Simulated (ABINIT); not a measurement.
## SiO2 (P3_221): bands and cutoff in G0W0 with ABINIT

What does each rung of G0W0 on SiO2 (P3_221) cost, and what does it buy?

Program: ABINIT 10.8.3. Level of theory: PBE and many-body steps on it, plane waves. Results are calculated unless marked as measured.

## 1. The starting structure

It takes space group P3_221 (No. 154, trigonal). The conventional cell has a = 4.916 Å, b = 4.916 Å, c = 5.408 Å, α = 90.00°, β = 90.00°, γ = 120.00°. Si has 4 O at 1.61 Å nearest. Nearest to O lie 2 Si at 1.61 Å. Farther neighbours and most contacts between anions are not listed.

The cell and positions come from the Crystallography Open Database and are kept as given unless a step says otherwise.

## 2. Empty states on the mesh, 3×3×2 mesh, 584 bands

This step: ABINIT 10.8.3; DFT, PBE, plane waves, norm-conserving pseudopotentials.

The sums over transitions need many empty states on a uniform mesh; this step solves for them.

run.abi reads:

```
acell 3*1.0 Angstrom
rprim 
  4.916359999971 0.000000000007 0.000000000000
  -2.458179999991 4.257692654122 0.000000000000
  0.000000000000 0.000000000000 5.408400000000
ntypat 2
znucl 14 8
natom 9
typat 1 1 1 2 2 2 2 2 2
xred 
  0.469730000000 0.000000000000 0.666666666667
  0.000000000000 0.469730000000 0.333333333333
  0.530270000000 0.530270000000 -0.000000000000
  0.413540000000 0.267580000000 0.785580000000
  0.732420000000 0.145960000000 0.452246666667
  0.854040000000 0.586460000000 0.118913333333
  0.267580000000 0.413540000000 0.214420000000
  0.145960000000 0.732420000000 0.547753333333
  0.586460000000 0.854040000000 0.881086666667
pp_dirpath "pseudos"
pseudos "Si.upf, O.upf"
ecut 36
ngkpt 3 3 2
nshiftk 1
shiftk 0 0 0
kptopt 1
chksymbreak 0
iscf -2
irdden 1
istwfk *1
nband 584
nbdbuf 52
tolwfr 1e-09
nstep 60
prtvol 0
indata_prefix "in"
outdata_prefix "out"
tmpdata_prefix "tmp"
```

On the command line:

```sh
$ OMP_NUM_THREADS=1 mpirun -n 4 abinit run.abi > log
```

Numbers of over 12 decimals in the logs are rounded to 6 here.

Log:

```text
.Version 10.8.3 of ABINIT. v10.8.2 released Aug 2026.

 Symmetries : space group P3_2 2 1 (#154); Bravais hP (primitive hexag.)
[... echo of the input left out ...]
== DATASET  1 ==================================================================
-   mpi_nproc: 4, omp_nthreads: 1 (-1 if OMP is not activated)

--- !DatasetInfo
iteration_state: {dtset: 1, }
dimensions: {natom: 9, nkpt: 6, mband: 584, nsppol: 1, nspinor: 1, nspden: 1, mpw: 7935, }
cutoff_energies: {ecut:  36.0, pawecutdg:  -1.0, }
[...]
5.79685    5.80718    5.82029    5.82030    5.87921    5.87926    5.87939    5.89708
   5.91005    5.92370    5.93550    5.93672    5.95897    5.96769    5.97334    6.00774
 prteigrs : prtvol=0 or 1, do not print more k-points.

== END DATASET(S) ==============================================================
================================================================================

 -outvars: echo values of variables after computation  --------
            nband         584
             nkpt           6
          spgroup         154
 [... the other variables as echoed above ...]

 Calculation completed.
```

Wall time 16 min (4 MPI ranks of Arm Neoverse V1, shared host); peak memory 0.8 GiB; 63 min of CPU time.

This step gave:

```yaml
gap: 6.031 eV
k_of_the_valence_top: 0.3333, 0.3333, 0
k_of_the_conduction_bottom: 0, 0, 0
least_direct_gap: 6.346 eV
k_points_computed: 6
lowest_point_of_the_top_converged_band_above_the_valence_top: 150.6474 eV
```

On this mesh the gap is 6.031 eV.

The density comes from a self-consistent run that is not shown.

## 3. Screening, 3×3×2 mesh, 124 bands, screening to 93.3 eV

The RPA dielectric matrix is built and inverted for each q.

This step: RPA screening on PBE, plane waves, norm-conserving pseudopotentials.

run.abi: that of step 2 with these lines changed.

```diff
@@ -27,10 +27,11 @@
 chksymbreak 0
-iscf -2
-irdden 1
 istwfk *1
-nband 584
-nbdbuf 52
-tolwfr 1e-09
-nstep 60
-prtvol 0
+occopt 1
+irdwfk 1
+optdriver 3
+nband 124
+ecuteps 3.43
+inclvkb 2
+awtr 1
+symchi 1
 indata_prefix "in"
```

Log:

```text
.Version 10.8.3 of ABINIT. v10.8.2 released Aug 2026.

 Symmetries : space group P3_2 2 1 (#154); Bravais hP (primitive hexag.)
[... echo of the input left out ...]
== DATASET  1 ==================================================================
-   mpi_nproc: 4, omp_nthreads: 1 (-1 if OMP is not activated)

--- !DatasetInfo
iteration_state: {dtset: 1, }
dimensions: {natom: 9, nkpt: 6, mband: 124, nsppol: 1, nspinor: 1, nspden: 1, mpw: 7935, }
cutoff_energies: {ecut:  36.0, pawecutdg:  -1.0, }
electrons: {nelect:   4.80000000E+01, charge:   0.00000000E+00, occopt:   1.00000000E+00, tsmear:   1.00000000E-02, }

 SCREENING: Calculation of the susceptibility and dielectric matrices

 Based on a program developped by R.W. Godby, V. Olevano, G. Onida, and L. Reining.
 Incorporated in ABINIT by V. Olevano, G.-M. Rignanese, and M. Torrent.
.Using double precision arithmetic ; gwpc =  8

[... cell and pseudopotentials left out ...]
--------------------------------------------------------------------------------

 ==== K-mesh for the wavefunctions ====
 Number of points in the irreducible wedge :     6
[... list of points left out ...]
 Together with  6 symmetry operations and time-reversal symmetry
 yields    18 points in the full Brillouin Zone.

 ==== Q-mesh for the screening function ====
 Number of points in the irreducible wedge :     6
[... list of points left out ...]
 Together with  6 symmetry operations and time-reversal symmetry
 yields    18 points in the full Brillouin Zone.

 setmesh: FFT mesh size selected  =    30x   30x   36
          total number of points  =        32400

 vcoul_init : cutoff-mode = AUXILIARY_FUNCTION
 q-points for optical limit:   1
     1)      0.000010    0.000020    0.000030

- screening: taking advantage of time-reversal symmetry
- Maximum band index for partially occupied states nbvw = 24
- Remaining bands to be divided among processors   nbcw = 100
- Number of bands treated by each node ~25

 Number of electrons calculated from density =   48.0000; Expected =   48.0000
 average of density, n =  0.062829
 r_s =    1.5605
 omega_plasma =   24.1788 [eV]

 calculating chi0 at frequencies [eV] :
  1    0.000000E+00    0.000000E+00
  2    0.000000E+00    2.417879E+01

--------------------------------------------------------------------------------
  q-point number  1        q = ( 0.000000, 0.000000, 0.000000) [r.l.u.]
--------------------------------------------------------------------------------
[... chi0 elements left out ...]
 For q-point:  0.000010 0.000020 0.000030
  dielectric constant =   2.3472
  dielectric constant without local fields =   2.5265

  Average fulfillment of the sum rule on Im[epsilon] for q-point    1 :     53.75  [%]
[... wings left out ...]
  q-point number  2        q = ( 0.333333, 0.000000, 0.000000) [r.l.u.]
--------------------------------------------------------------------------------
[... chi0 elements left out ...]
  Average fulfillment of the sum rule on Im[epsilon] for q-point    2 :     61.29  [%]

 [... 4 further q-points ...]
```

Wall time 58 s (4 MPI ranks); peak memory 1.3 GiB.

This step gave:

```yaml
eps_infinity_with_local_fields_on_this_mesh_along_the_program_s_q_direction: 2.347
the_same_without_local_fields: 2.526
plasma_frequency: 24.18 eV
plane_waves_in_the_screening_matrix: 225
```

Local fields lower ε∞ by 7 %. On a Γ-centred mesh this coarse the value itself is usually too large, while a short band sum pulls it down.

## 4. 124 bands, 93.3 eV

The self-energy is evaluated for the states that the input lists, and the levels follow from it, in one-shot runs by the linearised quasiparticle equation.

This step: G0W0 on PBE, plane waves, norm-conserving pseudopotentials.

run.abi: that of step 3 with these lines changed.

```diff
@@ -30,8 +30,19 @@
 irdwfk 1
-optdriver 3
+optdriver 4
 nband 124
+gwcalctyp 0
+ecutsigx 36
+symsigma 1
+nkptgw 3
+kptgw 
+  0.3333333333 0.3333333333 0.0000000000
+  0.0000000000 0.0000000000 0.0000000000
+  0.0000000000 0.0000000000 0.5000000000
+bdgw 
+  22 26
+  23 27
+  22 26
 ecuteps 3.43
-inclvkb 2
-awtr 1
-symchi 1
+irdscr 1
+ppmodel 1
 indata_prefix "in"
```

Log:

```text
.Version 10.8.3 of ABINIT. v10.8.2 released Aug 2026.

 Symmetries : space group P3_2 2 1 (#154); Bravais hP (primitive hexag.)
[... echo of the input left out ...]
== DATASET  1 ==================================================================
-   mpi_nproc: 4, omp_nthreads: 1 (-1 if OMP is not activated)

--- !DatasetInfo
iteration_state: {dtset: 1, }
dimensions: {natom: 9, nkpt: 6, mband: 124, nsppol: 1, nspinor: 1, nspden: 1, mpw: 7935, }
cutoff_energies: {ecut:  36.0, pawecutdg:  -1.0, }
electrons: {nelect:   4.80000000E+01, charge:   0.00000000E+00, occopt:   1.00000000E+00, tsmear:   1.00000000E-02, }

 SIGMA: Calculation of the GW corrections

 Based on a program developped by R.W. Godby, V. Olevano, G. Onida, and L. Reining.
 Incorporated in ABINIT by V. Olevano, G.-M. Rignanese, and M. Torrent.
.Using double precision arithmetic ; gwpc =  8

[... cell and pseudopotentials left out ...]
--------------------------------------------------------------------------------

 ==== K-mesh for the wavefunctions ====
 Number of points in the irreducible wedge :     6
[... list of points left out ...]
 Together with  6 symmetry operations and time-reversal symmetry
 yields    18 points in the full Brillouin Zone.

 ==== Q-mesh for screening function ====
 Number of points in the irreducible wedge :     6
[... list of points left out ...]
 Together with  6 symmetry operations and time-reversal symmetry
 yields    18 points in the full Brillouin Zone.

 vcoul_init : cutoff-mode = AUXILIARY_FUNCTION
 q-points for optical limit:   1
     1)      0.000010    0.000020    0.000030
 setmesh: FFT mesh size selected  =    45x   45x   60
          total number of points  =       121500

 Number of electrons calculated from density =   48.0000; Expected =   48.0000
 average of density, n =  0.062829
 r_s =    1.5605
 omega_plasma =   24.1788 [eV]

 === KS Band Gaps ===
  >>>> For spin  1
   Minimum direct gap =   6.3458 [eV], located at k-point      :   0.0000  0.0000  0.0000
   Fundamental gap    =   6.0307 [eV], Top of valence bands at :   0.3333  0.3333  0.0000
                                       Bottom of conduction at :   0.0000  0.0000  0.0000
 SIGMA fundamental parameters:
 PLASMON POLE MODEL  1
 number of plane-waves for SigmaX                 7935
 number of plane-waves for SigmaC and W            225
 number of plane-waves for wavefunctions          7935
 number of bands                                   124
 number of independent spin polarizations            1
 number of spinorial components                      1
 number of k-points in IBZ                           6
 number of q-points in IBZ                           6
 number of symmetry operations                       6
 number of k-points in BZ                           18
 number of q-points in BZ                           18
 number of frequencies for dSigma/dE                 9
 frequency step for dSigma/dE [eV]                0.25
 number of omega for Sigma on real axis              0
 max omega for Sigma on real axis  [eV]           0.00
 zcut for avoiding poles [eV]                     0.10

 EPSILON^-1 parameters (SCR file):
 dimension of the eps^-1 matrix on file            225
 dimension of the eps^-1 matrix used               225
 number of plane-waves for wavefunctions          7935
 number of bands                                   124
 number of q-points in IBZ                           6
 number of frequencies                               2
 number of real frequencies                          1
 number of imag frequencies                          1

 matrix elements of self-energy operator (all in [eV])

 Perturbative Calculation

--- !SelfEnergy_ee
iteration_state: {dtset: 1, }
kpoint     : [   0.333,    0.333,    0.000, ]
spin       : 1
KS_gap     :    8.938
QP_gap     :   11.963
Delta_QP_KS:    3.025
data: !SigmaeeData |
     Band     E0 <VxcDFT>   SigX SigC(E0)      Z dSigC/dE  Sig(E)    E-E0       E
       22  -0.237 -19.751 -25.563   4.236   0.821  -0.218 -21.045  -1.294  -1.532
       23  -0.237 -19.751 -25.563   4.236   0.821  -0.218 -21.045  -1.294  -1.532
       24   0.197 -20.112 -25.804   4.224   0.822  -0.216 -21.319  -1.208  -1.011
       25   9.135 -12.405  -7.190  -3.108   0.862  -0.159 -10.588   1.817  10.952
       26   9.135 -12.405  -7.190  -3.108   0.862  -0.159 -10.588   1.817  10.952

--- !SelfEnergy_ee
iteration_state: {dtset: 1, }
kpoint     : [   0.000,    0.000,    0.000, ]
spin       : 1
KS_gap     :    6.346
QP_gap     :    8.905
Delta_QP_KS:    2.559
data: !SigmaeeData |
     Band     E0 <VxcDFT>   SigX SigC(E0)      Z dSigC/dE  Sig(E)    E-E0       E
       23  -0.119 -19.538 -25.280   4.168   0.822  -0.216 -20.832  -1.294  -1.413
[...]
--- !SelfEnergy_ee
iteration_state: {dtset: 1, }
kpoint     : [   0.000,    0.000,    0.500, ]
spin       : 1
KS_gap     :    8.057
QP_gap     :   10.939
Delta_QP_KS:    2.882
data: !SigmaeeData |
     Band     E0 <VxcDFT>   SigX SigC(E0)      Z dSigC/dE  Sig(E)    E-E0       E
[...]
24   0.108 -19.968 -25.709   4.228   0.822  -0.217 -21.211  -1.243  -1.135
       25   8.165 -12.304  -7.456  -2.954   0.865  -0.156 -10.665   1.639   9.804
       26   8.165 -12.304  -7.456  -2.954   0.865  -0.156 -10.665   1.639   9.804

== END DATASET(S) ==============================================================
================================================================================

 -outvars: echo values of variables after computation  --------
           etotal      0.0000000000E+00
            nband         124
             nkpt           6
          spgroup         154
 [... the other variables as echoed above ...]

 Calculation completed.
```

Wall time 12 s (4 MPI ranks); peak memory 0.93 GiB; 49 s of CPU time.

This step gave:

```
G0W0 gap on the points computed              : 8.503 eV
starting gap on the mesh                     : 6.031 eV
k of the valence top                         : 0.3333, 0.3333, 0
k of the conduction bottom                   : 0, 0, 0
Z at the valence top                         : 0.822
Z at the conduction bottom                   : 0.874
least direct G0W0 gap on the computed points : 8.905 eV
```

The gap on the mesh goes from 6.03 eV to 8.50 eV, a correction of +2.47 eV.

## 5. Screening, 3×3×2 mesh, 177 bands, screening to 123.5 eV

This step: RPA screening on PBE, plane waves, norm-conserving pseudopotentials.

run.abi: that of step 4 with these lines changed.

```diff
@@ -30,19 +30,8 @@
 irdwfk 1
-optdriver 4
-nband 124
-gwcalctyp 0
-ecutsigx 36
-symsigma 1
-nkptgw 3
-kptgw 
-  0.3333333333 0.3333333333 0.0000000000
-  0.0000000000 0.0000000000 0.0000000000
-  0.0000000000 0.0000000000 0.5000000000
-bdgw 
-  22 26
-  23 27
-  22 26
-ecuteps 3.43
-irdscr 1
-ppmodel 1
+optdriver 3
+nband 177
+ecuteps 4.54
+inclvkb 2
+awtr 1
+symchi 1
 indata_prefix "in"
```

Log:

```text
.Version 10.8.3 of ABINIT. v10.8.2 released Aug 2026.

 Symmetries : space group P3_2 2 1 (#154); Bravais hP (primitive hexag.)
[... echo of the input left out ...]
== DATASET  1 ==================================================================
-   mpi_nproc: 4, omp_nthreads: 1 (-1 if OMP is not activated)

--- !DatasetInfo
iteration_state: {dtset: 1, }
dimensions: {natom: 9, nkpt: 6, mband: 177, nsppol: 1, nspinor: 1, nspden: 1, mpw: 7935, }
cutoff_energies: {ecut:  36.0, pawecutdg:  -1.0, }
electrons: {nelect:   4.80000000E+01, charge:   0.00000000E+00, occopt:   1.00000000E+00, tsmear:   1.00000000E-02, }

 SCREENING: Calculation of the susceptibility and dielectric matrices

 Based on a program developped by R.W. Godby, V. Olevano, G. Onida, and L. Reining.
 Incorporated in ABINIT by V. Olevano, G.-M. Rignanese, and M. Torrent.
.Using double precision arithmetic ; gwpc =  8

[... cell and pseudopotentials left out ...]
--------------------------------------------------------------------------------

 ==== K-mesh for the wavefunctions ====
 Number of points in the irreducible wedge :     6
[... list of points left out ...]
 Together with  6 symmetry operations and time-reversal symmetry
 yields    18 points in the full Brillouin Zone.

 ==== Q-mesh for the screening function ====
 Number of points in the irreducible wedge :     6
[... list of points left out ...]
 Together with  6 symmetry operations and time-reversal symmetry
 yields    18 points in the full Brillouin Zone.

 setmesh: FFT mesh size selected  =    36x   36x   45
          total number of points  =        58320

 vcoul_init : cutoff-mode = AUXILIARY_FUNCTION
 q-points for optical limit:   1
     1)      0.000010    0.000020    0.000030

- screening: taking advantage of time-reversal symmetry
- Maximum band index for partially occupied states nbvw = 24
- Remaining bands to be divided among processors   nbcw = 153
- Number of bands treated by each node ~38

 Number of electrons calculated from density =   48.0000; Expected =   48.0000
 average of density, n =  0.062829
 r_s =    1.5605
 omega_plasma =   24.1788 [eV]

 calculating chi0 at frequencies [eV] :
  1    0.000000E+00    0.000000E+00
  2    0.000000E+00    2.417879E+01

--------------------------------------------------------------------------------
  q-point number  1        q = ( 0.000000, 0.000000, 0.000000) [r.l.u.]
--------------------------------------------------------------------------------
[... chi0 elements left out ...]
 For q-point:  0.000010 0.000020 0.000030
  dielectric constant =   2.3328
  dielectric constant without local fields =   2.5371

  Average fulfillment of the sum rule on Im[epsilon] for q-point    1 :     63.46  [%]
[... wings left out ...]
  q-point number  2        q = ( 0.333333, 0.000000, 0.000000) [r.l.u.]
--------------------------------------------------------------------------------
[... chi0 elements left out ...]
  Average fulfillment of the sum rule on Im[epsilon] for q-point    2 :     69.63  [%]

 [... 4 further q-points ...]
```

The job ended after 2.1 min (4 MPI ranks; peak memory 2.1 GiB).

This step gave:

```yaml
eps_infinity_with_local_fields_on_this_mesh_along_the_program_s_q_direction: 2.333
the_same_without_local_fields: 2.537
plasma_frequency: 24.18 eV
plane_waves_in_the_screening_matrix: 363
```

(Part 1 of 2 ends here.)

[Paths, hosts, dates, memory and timing lines, banners, echoed tables and standing remarks are left out of the program output.]

[Logs are printed without paths, hosts, clocks, repeated set-up lines and the standing remarks that a program may print on its own settings, such as how far it seeks lower states.]

[Runs of the session that timed out or met a known fault of the program may be left out.]

[Hosts, paths, dates, database ids (printed as entryN), source tags and the programs' standing remarks are cut or masked in the printed files.]

[G0W0 gaps are taken among the corrected bands and points alone; a level outside them can change the order at an edge.]

[Where Ansatz stands beside ABINIT at settings called matched, ABINIT's density can come from a denser mesh and the files from another edition; pairs whose starting gaps differed by over 0.03 eV were left out, so agreement reads better than it is.]
